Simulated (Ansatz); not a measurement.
# How BAs (F-43m) expands on warming

How much does BAs expand with temperature?

Measurements to reproduce:
- volume expansion coefficient 11.55 1e-6/K near room temperature (given in “Basic Physical Properties of Cubic Boron Arsenide (three times its linear coefficient)”, 2019, arxiv:1911.11281)
- volume expansion coefficient 10.8 1e-6/K near room temperature (given in “Thermal expansion coefficients of high thermal conducting BAs and BP materials (three times its linear coefficient)”, 2019, arxiv:1906.04101)

Calculated with Ansatz 0.2.0; DFT LDA, scalar-relativistic, plane waves, PAW.

Report form: inputs, costs, results and the conclusion, without the logs.

**1. The structure**

Symmetry: F-43m, No. 216, cubic system. The conventional cell has a = 4.777 Å, b = 4.777 Å, c = 4.777 Å, α = 90.00°, β = 90.00°, γ = 90.00°. Nearest to B lie 4 As at 2.07 Å. Nearest to As lie 4 B at 2.07 Å. Farther neighbours, and contacts between anions beyond the nearest, are not listed.

**2. Probe on a coarse mesh**

Before spending time, one coarse run tells the gap and the pressure of the starting cell.

input.yaml

```yaml
crystal:
  lattice:
    - [0.0, 2.3885, 2.3885]
    - [2.3885, 0.0, 2.3885]
    - [2.3885, 2.3885, 0.0]
  atoms:
    - { symbol: B, position: [0.0, 0.0, 0.0] }
    - { symbol: As, position: [0.25, 0.25, 0.25] }
kpoints:
  mp_grid: { grid: [6, 6, 6] }
hamiltonian:
  xc: lda
scf:
  occupations: { method: gaussian, width: 0.1 }
output:
  forces: true
  stress: true
  eigenvalues: true
```

Started as:

```
> ansatz run input.yaml --threads 4 --pin off --max-ram 8192MiB --backend cpu --events-out ev --progress --plain --runs-dir out
```

Wall time 0.29 s (4 threads of Arm Neoverse V2, shared host); peak memory 0.3 GiB.

A gap read on the k-mesh alone can miss the band edges.

Numbers from this step:

- pressure: -3.896 GPa
- gap on the k-mesh: 1.228 eV
- volume per atom: 13.63 Å³

The start is under -3.9 GPa at this level and looks like an insulator or semiconductor on this mesh.

**3. Relaxation**

The vibrations must be taken about the equilibrium of this functional, not about the starting cell, so the structure is relaxed.

input.yaml, the sections that differ from step 2:

```yaml
kpoints:
  mp_grid: { grid: [10, 10, 10] }
scf:
  occupations: { method: gaussian, width: 0.02 }
relax:
  adjacent_minimum: "off"
  f_tol: 0.005
  max_steps: 80
  cell: { stress_tol: 0.05 }
# crystal, hamiltonian, output: as in step 2
```

Elapsed: 2 s, on 4 threads; peak memory 0.34 GiB.

Relaxation path:

| step | energy less that of the first step (eV) | largest force component (eV/Å) | pressure (GPa) | volume (Å³) |
| --- | --- | --- | --- | --- |
| 1 | 0.0000 | 0.0000 | -3.93 | 27.25 |
| 2 | -0.0092 | 0.0000 | -1.09 | 26.69 |
| 3 | -0.0100 | 0.0000 | 0.05 | 26.49 |
| 4* | -0.0095 | 0.0000 | 0.03 | 26.49 |

Relaxation steps marked * repeat the geometry before them on a plane-wave basis chosen anew for their cell, so energy and pressure can jump there.

Forces are held to the 24 operations that the program found; a distortion that breaks them can't arise in this run.

| conventional cell, symmetrised | before | after | change |
| --- | --- | --- | --- |
| a (Å) | 4.777 | 4.732 | -0.9 % |
| b (Å) | 4.777 | 4.732 | -0.9 % |
| c (Å) | 4.777 | 4.732 | -0.9 % |
| volume (Å³/atom) | 13.63 | 13.24 | -2.8 % |

Final coordinates:

```xyz
2
Lattice="0.0000 2.3659 2.3659 2.3659 0.0000 2.3659 2.3659 2.3659 0.0000" Properties=species:S:1:pos:R:3 pbc="T T T"
B     0.0000    0.0000    0.0000
As    1.1830    1.1830    1.1830
```

Numbers from this step:

| Quantity | Value |
| --- | --- |
| pressure | 0.02967 GPa |
| gap on the k-mesh | 1.104 eV |
| volume per atom | 13.24 Å³ |

The relaxation ends with a pressure of 0.03 GPa.

**4. Relaxing to small residual forces and stress**

The thresholds are tightened for a last relaxation ahead of the phonons.

input.yaml

```yaml
crystal:
  lattice:
    - [0.0, 2.3659270555, 2.3659270555]
    - [2.3659270555, 0.0, 2.3659270555]
    - [2.3659270555, 2.3659270555, 0.0]
  atoms:
    - { symbol: B, position: [0.0, 0.0, 0.0] }
    - { symbol: As, position: [0.25, 0.25, 0.25] }
kpoints:
  mp_grid: { grid: [12, 12, 12] }
hamiltonian:
  xc: lda
scf:
  occupations: { method: fixed }
output:
  forces: true
  stress: true
  eigenvalues: true
relax:
  adjacent_minimum: "off"
  f_tol: 0.001
  max_steps: 60
  cell: { stress_tol: 0.01 }
```

It took 1.9 s on 4 threads; peak memory 0.36 GiB.

Little changed from the start: no atom moved by 0.005 Å and no cell edge by 0.1 %.

Read from the output:

| Item | Value |
| --- | --- |
| pressure | 0.008838 GPa |
| gap on the k-mesh | 1.110 eV |
| volume per atom | 13.25 Å³ |

The residual pressure is 0.0088 GPa, small enough for phonons.

**5. The quasi-harmonic study, cutoff 487.2 eV, k-mesh 12×12×12**

Thermal expansion follows from how the phonon free energy changes with strain, so the program makes strained cells, their phonons and a fit in one run.

input.yaml, the sections that differ from step 4:

```yaml
crystal:
  lattice:
    - [0.0, 2.3660417785, 2.3660417785]
    - [2.3660417785, 0.0, 2.3660417785]
    - [2.3660417785, 2.3660417785, 0.0]
  atoms:
    - { symbol: B, position: [0.0, 0.0, 0.0] }
    - { symbol: As, position: [0.25, 0.25, 0.25] }
output:
  eigenvalues: true
phonons:
  method: dfpt
  qmesh: [2, 2, 2]
  temperatures: { t_max: 800.0, t_step: 50 }
  thermal_expansion: {}
# kpoints, hamiltonian, scf: as in step 4
# relax: removed
```

The job ended after 2.3 min (4 threads; peak memory 0.89 GiB; 8.5 min of CPU time).

Numbers from this step:

| Property | Result |
| --- | --- |
| pressure | 0.002876 GPa |
| volume expansion coefficient at 298 K | 10.29 1e-6/K |
| C_P at 298 K | 16.97 J/mol-atom/K |
| entropy at 298 K | 16.23 J/mol-atom/K |
| isothermal bulk modulus at 298 K | 142.9 GPa |
| Grüneisen parameter at 298 K | 0.6989 |
| volume at 298 K | 13.36 Å³/atom |
| principal linear expansion coefficients at 298 K | 3.431, 3.431, 3.431 1e-6/K |

Strained cells of the study; zero-point energy where phonons were solved; the pressures are stresses at the typed cutoff and can carry an offset from the finite basis. Expansion cells, by row:

| cell | \|a\| (Å) | \|b\| (Å) | \|c\| (Å) | V (Å³/atom) | E - E_lowest (meV/atom) | pressure, compression positive (GPa) | gap (eV) | zero-point energy (meV/atom) |
| --- | --- | --- | --- | --- | --- | --- | --- | --- |
| 1 | 3.346 | 3.346 | 3.346 | 13.25 | 0 | -0.018 | 1.11 | - |
| 2 | 3.373 | 3.373 | 3.373 | 13.57 | 3.412 | -3.366 | 1.132 | - |
| 3 | 3.32 | 3.32 | 3.32 | 12.93 | 3.538 | 3.673 | 1.088 | - |
| 4 | 3.346 | 3.346 | 3.346 | 13.25 | 0.001 | -0.05 | 1.11 | 82.48 |
| 5 | 3.363 | 3.363 | 3.363 | 13.45 | 1.383 | -2.182 | 1.124 | 81.18 |
| 6 | 3.354 | 3.354 | 3.354 | 13.35 | 0.339 | -1.104 | 1.117 | 81.85 |
| 7 | 3.371 | 3.371 | 3.371 | 13.54 | 2.913 | -3.121 | 1.13 | 80.59 |
| 8 | 3.313 | 3.313 | 3.313 | 12.86 | 5.485 | 4.623 | 1.082 | - |
| 9 | 3.33 | 3.33 | 3.33 | 13.05 | 1.339 | 2.217 | 1.096 | - |
| 10 | 3.383 | 3.383 | 3.383 | 13.69 | 6.463 | -4.555 | 1.14 | - |

Quasi-harmonic; a, b, c are the run's own cell vectors. Expansion, by row:

| T (K) | a (Å) | b (Å) | c (Å) | alpha (deg) | beta (deg) | gamma (deg) | cell volume (Å³/cell) | alpha_a (1e-6/K) | alpha_b (1e-6/K) | alpha_c (1e-6/K) | alpha_V (1e-6/K) | C_P (J/mol-atom/K) | C_V (J/mol-atom/K) | S (J/mol-atom/K) | B_T (GPa) | B_S (GPa) | Grueneisen | extrapolation | fit error (1e-6/K) |
| --- | --- | --- | --- | --- | --- | --- | --- | --- | --- | --- | --- | --- | --- | --- | --- | --- | --- | --- | --- |
| 0 | 3.354 | 3.354 | 3.354 | 60 | 60 | 60 | 26.68 | 0 | 0 | 0 | 0 | 0 | 0 | 0 | 144.4 | 144.4 | - | 0 | 0 |
| 50 | 3.354 | 3.354 | 3.354 | 60 | 60 | 60 | 26.68 | 0.13 | 0.13 | 0.13 | 0.39 | 2.12 | 2.12 | 0.758 | 144.3 | 144.3 | 0.213 | 0 | 0 |
| 100 | 3.354 | 3.354 | 3.354 | 60 | 60 | 60 | 26.68 | 0.69 | 0.69 | 0.69 | 2.07 | 6.699 | 6.698 | 3.71 | 144.2 | 144.2 | 0.358 | 0 | 0 |
| 150 | 3.354 | 3.354 | 3.354 | 60 | 60 | 60 | 26.69 | 1.35 | 1.35 | 1.35 | 4.06 | 9.936 | 9.933 | 7.065 | 144 | 144.1 | 0.473 | 0 | 0 |
| 200 | 3.355 | 3.355 | 3.355 | 60 | 60 | 60 | 26.7 | 2.1 | 2.1 | 2.1 | 6.31 | 12.7 | 12.69 | 10.31 | 143.7 | 143.8 | 0.575 | 0 | 0.01 |
| 250 | 3.355 | 3.355 | 3.355 | 60 | 60 | 60 | 26.7 | 2.83 | 2.83 | 2.83 | 8.49 | 15.09 | 15.07 | 13.41 | 143.4 | 143.6 | 0.65 | 0 | 0.01 |
| 298.1 | 3.356 | 3.356 | 3.356 | 60 | 60 | 60 | 26.72 | 3.43 | 3.43 | 3.43 | 10.29 | 16.97 | 16.93 | 16.23 | 142.9 | 143.2 | 0.699 | 0 | 0.01 |
| 300 | 3.356 | 3.356 | 3.356 | 60 | 60 | 60 | 26.72 | 3.45 | 3.45 | 3.45 | 10.35 | 17.04 | 17 | 16.34 | 142.9 | 143.2 | 0.7 | 0 | 0.01 |
| 350 | 3.356 | 3.356 | 3.356 | 60 | 60 | 60 | 26.73 | 3.95 | 3.95 | 3.95 | 11.86 | 18.56 | 18.51 | 19.08 | 142.4 | 142.9 | 0.735 | 0 | 0.01 |
| 400 | 3.357 | 3.357 | 3.357 | 60 | 60 | 60 | 26.75 | 4.35 | 4.35 | 4.35 | 13.05 | 19.75 | 19.67 | 21.64 | 141.9 | 142.5 | 0.759 | 0 | 0.01 |
| 450 | 3.358 | 3.358 | 3.358 | 60 | 60 | 60 | 26.77 | 4.67 | 4.67 | 4.67 | 14.01 | 20.68 | 20.57 | 24.02 | 141.4 | 142.1 | 0.776 | 0 | 0.01 |
| 500 | 3.358 | 3.358 | 3.358 | 60 | 60 | 60 | 26.79 | 4.92 | 4.92 | 4.92 | 14.77 | 21.4 | 21.28 | 26.24 | 140.9 | 141.7 | 0.789 | 0 | 0.01 |
| 550 | 3.359 | 3.359 | 3.359 | 60 | 60 | 60 | 26.81 | 5.13 | 5.13 | 5.13 | 15.4 | 21.98 | 21.84 | 28.31 | 140.3 | 141.3 | 0.799 | 0 | 0.01 |
| 600 | 3.36 | 3.36 | 3.36 | 60 | 60 | 60 | 26.83 | 5.3 | 5.3 | 5.3 | 15.91 | 22.45 | 22.28 | 30.24 | 139.8 | 140.9 | 0.807 | 0 | 0.01 |
| 650 | 3.361 | 3.361 | 3.361 | 60 | 60 | 60 | 26.85 | 5.45 | 5.45 | 5.45 | 16.35 | 22.84 | 22.64 | 32.06 | 139.2 | 140.4 | 0.813 | 0 | 0.01 |
| 700 | 3.362 | 3.362 | 3.362 | 60 | 60 | 60 | 26.87 | 5.57 | 5.57 | 5.57 | 16.72 | 23.15 | 22.93 | 33.76 | 138.7 | 140 | 0.818 | 0 | 0.01 |
| 750 | 3.363 | 3.363 | 3.363 | 60 | 60 | 60 | 26.89 | 5.68 | 5.68 | 5.68 | 17.05 | 23.42 | 23.18 | 35.37 | 138.1 | 139.6 | 0.823 | 0 | 0.02 |
| 800 | 3.364 | 3.364 | 3.364 | 60 | 60 | 60 | 26.92 | 5.78 | 5.78 | 5.78 | 17.33 | 23.65 | 23.38 | 36.89 | 137.5 | 139.1 | 0.827 | 0 | 0.03 |

The expansion coefficient by temperature; values in 1e-6/K:

| temperature (K) | volume | principal 1 |
| --- | --- | --- |
| 0 | 0 | 0 |
| 50 | 0.39 | 0.13 |
| 100 | 2.07 | 0.69 |
| 150 | 4.06 | 1.35 |
| 200 | 6.31 | 2.1 |
| 250 | 8.49 | 2.83 |
| 298 | 10.3 | 3.43 |
| 300 | 10.3 | 3.45 |
| 350 | 11.9 | 3.95 |
| 400 | 13.1 | 4.35 |
| 450 | 14.0 | 4.67 |
| 500 | 14.8 | 4.92 |
| 550 | 15.4 | 5.13 |
| 600 | 15.9 | 5.3 |
| 650 | 16.4 | 5.45 |
| 700 | 16.7 | 5.57 |
| 750 | 17.1 | 5.68 |
| 800 | 17.3 | 5.78 |

At 298 K the volume expansion is 10.3 × 10⁻⁶/K and B_T is 143 GPa. The log warns that this q-mesh is too narrow, so the figure can be far off. The program raised the cutoff to 487.2 eV by itself: with no cutoff typed, the study takes about 1.16 times the default for its relaxations and scales it with the volume for the phonons.

**6. The quasi-harmonic study, k-mesh 8×8×8, q-mesh 4×4×4**

The study relaxes the crystal at several strains, solves the phonons on some of them and minimises energy plus vibrational free energy at each temperature; the q-mesh sets how far the force constants reach.

input.yaml, as its differences from that of step 5:

```diff
@@ -9,3 +9,3 @@
 kpoints:
-  mp_grid: { grid: [12, 12, 12] }
+  mp_grid: { grid: [8, 8, 8] }
 hamiltonian:
@@ -18,3 +18,3 @@
   method: dfpt
-  qmesh: [2, 2, 2]
+  qmesh: [4, 4, 4]
   temperatures: { t_max: 800.0, t_step: 50 }
```

It took 4.5 min on 4 threads; peak memory 0.81 GiB; 17 min of CPU time.

This step gave:

```
pressure                                         : 0.003132 GPa
gap on the k-mesh                                : 1.120 eV
volume expansion coefficient at 298 K            : 11.87 1e-6/K
C_P at 298 K                                     : 17.06 J/mol-atom/K
entropy at 298 K                                 : 15.69 J/mol-atom/K
Grüneisen parameter at 298 K                     : 0.8027
volume at 298 K                                  : 13.37 Å³/atom
principal linear expansion coefficients at 298 K : 3.956, 3.956, 3.956 1e-6/K
```

Strained cells of the study; zero-point energy where phonons were solved; the pressures are stresses at the typed cutoff and can carry an offset from the finite basis. Expansion cells, by row:

| cell | \|a\| (Å) | \|b\| (Å) | \|c\| (Å) | V (Å³/atom) | E - E_lowest (meV/atom) | pressure, compression positive (GPa) | gap (eV) | zero-point energy (meV/atom) |
| --- | --- | --- | --- | --- | --- | --- | --- | --- |
| 1 | 3.346 | 3.346 | 3.346 | 13.25 | 0 | -0.018 | 1.12 | - |
| 2 | 3.373 | 3.373 | 3.373 | 13.57 | 3.41 | -3.368 | 1.14 | - |
| 3 | 3.32 | 3.32 | 3.32 | 12.93 | 3.538 | 3.675 | 1.1 | - |
| 4 | 3.346 | 3.346 | 3.346 | 13.25 | 0.001 | -0.05 | 1.121 | 82.37 |
| 5 | 3.363 | 3.363 | 3.363 | 13.45 | 1.383 | -2.184 | 1.133 | 81.01 |
| 6 | 3.355 | 3.355 | 3.355 | 13.35 | 0.403 | -1.205 | 1.127 | 81.64 |
| 7 | 3.373 | 3.373 | 3.373 | 13.57 | 3.49 | -3.405 | 1.14 | 80.2 |
| 8 | 3.313 | 3.313 | 3.313 | 12.86 | 5.485 | 4.625 | 1.095 | - |
| 9 | 3.33 | 3.33 | 3.33 | 13.05 | 1.338 | 2.217 | 1.108 | - |
| 10 | 3.387 | 3.387 | 3.387 | 13.73 | 7.751 | -4.961 | 1.15 | - |

Quasi-harmonic; a, b, c are the run's own cell vectors. Expansion, by row:

| T (K) | a (Å) | b (Å) | c (Å) | alpha (deg) | beta (deg) | gamma (deg) | cell volume (Å³/cell) | alpha_a (1e-6/K) | alpha_b (1e-6/K) | alpha_c (1e-6/K) | alpha_V (1e-6/K) | C_P (J/mol-atom/K) | C_V (J/mol-atom/K) | S (J/mol-atom/K) | B_T (GPa) | B_S (GPa) | Grueneisen | extrapolation | fit error (1e-6/K) |
| --- | --- | --- | --- | --- | --- | --- | --- | --- | --- | --- | --- | --- | --- | --- | --- | --- | --- | --- | --- |
| 0 | 3.355 | 3.355 | 3.355 | 60 | 60 | 60 | 26.69 | 0 | 0 | 0 | 0 | 0 | 0 | 0 | 144.3 | 144.3 | - | 0 | 0 |
| 50 | 3.355 | 3.355 | 3.355 | 60 | 60 | 60 | 26.69 | 0.2 | 0.2 | 0.2 | 0.61 | 1.732 | 1.732 | 0.541 | 144.3 | 144.3 | 0.408 | 0 | 0 |
| 100 | 3.355 | 3.355 | 3.355 | 60 | 60 | 60 | 26.69 | 0.95 | 0.95 | 0.95 | 2.85 | 6.418 | 6.417 | 3.232 | 144.2 | 144.3 | 0.514 | 0 | 0 |
| 150 | 3.355 | 3.355 | 3.355 | 60 | 60 | 60 | 26.7 | 1.72 | 1.72 | 1.72 | 5.17 | 9.838 | 9.833 | 6.511 | 144 | 144.1 | 0.609 | 0 | 0 |
| 200 | 3.355 | 3.355 | 3.355 | 60 | 60 | 60 | 26.71 | 2.55 | 2.55 | 2.55 | 7.64 | 12.71 | 12.7 | 9.744 | 143.7 | 143.9 | 0.696 | 0 | 0.01 |
| 250 | 3.356 | 3.356 | 3.356 | 60 | 60 | 60 | 26.72 | 3.32 | 3.32 | 3.32 | 9.97 | 15.15 | 15.12 | 12.85 | 143.3 | 143.6 | 0.76 | 0 | 0.01 |
| 298.1 | 3.356 | 3.356 | 3.356 | 60 | 60 | 60 | 26.73 | 3.96 | 3.96 | 3.96 | 11.87 | 17.06 | 17.01 | 15.69 | 142.9 | 143.3 | 0.803 | 0 | 0.01 |
| 300 | 3.356 | 3.356 | 3.356 | 60 | 60 | 60 | 26.73 | 3.98 | 3.98 | 3.98 | 11.93 | 17.12 | 17.07 | 15.79 | 142.9 | 143.3 | 0.804 | 0 | 0.01 |
| 350 | 3.357 | 3.357 | 3.357 | 60 | 60 | 60 | 26.75 | 4.5 | 4.5 | 4.5 | 13.51 | 18.66 | 18.58 | 18.55 | 142.4 | 143 | 0.834 | 0 | 0.01 |
| 400 | 3.358 | 3.358 | 3.358 | 60 | 60 | 60 | 26.77 | 4.92 | 4.92 | 4.92 | 14.75 | 19.84 | 19.75 | 21.13 | 141.9 | 142.6 | 0.854 | 0 | 0.01 |
| 450 | 3.359 | 3.359 | 3.359 | 60 | 60 | 60 | 26.79 | 5.25 | 5.25 | 5.25 | 15.74 | 20.77 | 20.64 | 23.52 | 141.3 | 142.2 | 0.869 | 0 | 0.01 |
| 500 | 3.36 | 3.36 | 3.36 | 60 | 60 | 60 | 26.81 | 5.51 | 5.51 | 5.51 | 16.53 | 21.5 | 21.34 | 25.75 | 140.8 | 141.8 | 0.881 | 0 | 0.01 |
| 550 | 3.361 | 3.361 | 3.361 | 60 | 60 | 60 | 26.84 | 5.73 | 5.73 | 5.73 | 17.18 | 22.07 | 21.89 | 27.82 | 140.2 | 141.4 | 0.889 | 0 | 0.01 |
| 600 | 3.361 | 3.361 | 3.361 | 60 | 60 | 60 | 26.86 | 5.91 | 5.91 | 5.91 | 17.72 | 22.54 | 22.33 | 29.77 | 139.7 | 141 | 0.896 | 0 | 0.01 |
| 650 | 3.362 | 3.362 | 3.362 | 60 | 60 | 60 | 26.88 | 6.06 | 6.06 | 6.06 | 18.17 | 22.93 | 22.68 | 31.59 | 139.1 | 140.6 | 0.902 | 0 | 0.01 |
| 700 | 3.364 | 3.364 | 3.364 | 60 | 60 | 60 | 26.91 | 6.19 | 6.19 | 6.19 | 18.56 | 23.24 | 22.97 | 33.3 | 138.5 | 140.1 | 0.906 | 0 | 0.01 |
| 750 | 3.365 | 3.365 | 3.365 | 60 | 60 | 60 | 26.93 | 6.3 | 6.3 | 6.3 | 18.9 | 23.51 | 23.21 | 34.91 | 137.9 | 139.7 | 0.91 | 0 | 0.02 |
| 800 | 3.366 | 3.366 | 3.366 | 60 | 60 | 60 | 26.96 | 6.4 | 6.4 | 6.4 | 19.2 | 23.74 | 23.41 | 36.43 | 137.3 | 139.2 | 0.914 | 0 | 0.03 |

Expansion coefficient against temperature; values in 1e-6/K:

| temperature (K) | volume | principal 1 |
| --- | --- | --- |
| 0 | 0 | 0 |
| 50 | 0.61 | 0.2 |
| 100 | 2.85 | 0.95 |
| 150 | 5.17 | 1.72 |
| 200 | 7.64 | 2.55 |
| 250 | 9.97 | 3.32 |
| 298 | 11.9 | 3.96 |
| 300 | 11.9 | 3.98 |
| 350 | 13.5 | 4.5 |
| 400 | 14.8 | 4.92 |
| 450 | 15.7 | 5.25 |
| 500 | 16.5 | 5.51 |
| 550 | 17.2 | 5.73 |
| 600 | 17.7 | 5.91 |
| 650 | 18.2 | 6.06 |
| 700 | 18.6 | 6.19 |
| 750 | 18.9 | 6.3 |
| 800 | 19.2 | 6.4 |

Changing the q-mesh (2×2×2 → 4×4×4) and the k-mesh (12×12×12 → 8×8×8) takes the volume expansion at 298 K from 10.3 to 11.9 × 10⁻⁶/K and B_T from 143 to 143 GPa.

**7. Relaxing at another setting**

The functional, the potentials or the cutoff change, so the crystal is relaxed again at the new setting.

input.yaml, the sections that differ from step 6:

```yaml
kpoints:
  mp_grid: { grid: [12, 12, 12] }
output:
  forces: true
  stress: true
  eigenvalues: true
basis:
  ecutwfc: 320.0
relax:
  adjacent_minimum: "off"
  f_tol: 0.001
  max_steps: 60
  cell: { stress_tol: 0.01 }
# crystal, hamiltonian, scf: as in step 6
# phonons: removed
```

It took 1.8 s on 4 threads; peak memory 0.34 GiB; 6.3 s of CPU time.

(Part 1 of 2 ends here.)

[Long decimals in the printed logs are rounded to 6 places.]

[Logs are printed without paths, hosts, clocks, repeated set-up lines and the standing remarks that a program may print on its own settings, such as how far it seeks lower states.]

[Hosts, paths, dates, database ids (printed as entryN), source tags and the programs' standing remarks are cut or masked in the printed files.]

[Where the starting crystal was built by hand or by swapping elements, it need not be the compound's stable phase.]

[A step with changed settings may run another functional than the one named; its input shows which.]

[Pressures of single members of a volume series are the stress at the run's cutoff; with an incomplete basis they can lie off −dE/dV of the same runs, and they are not shown converged.]
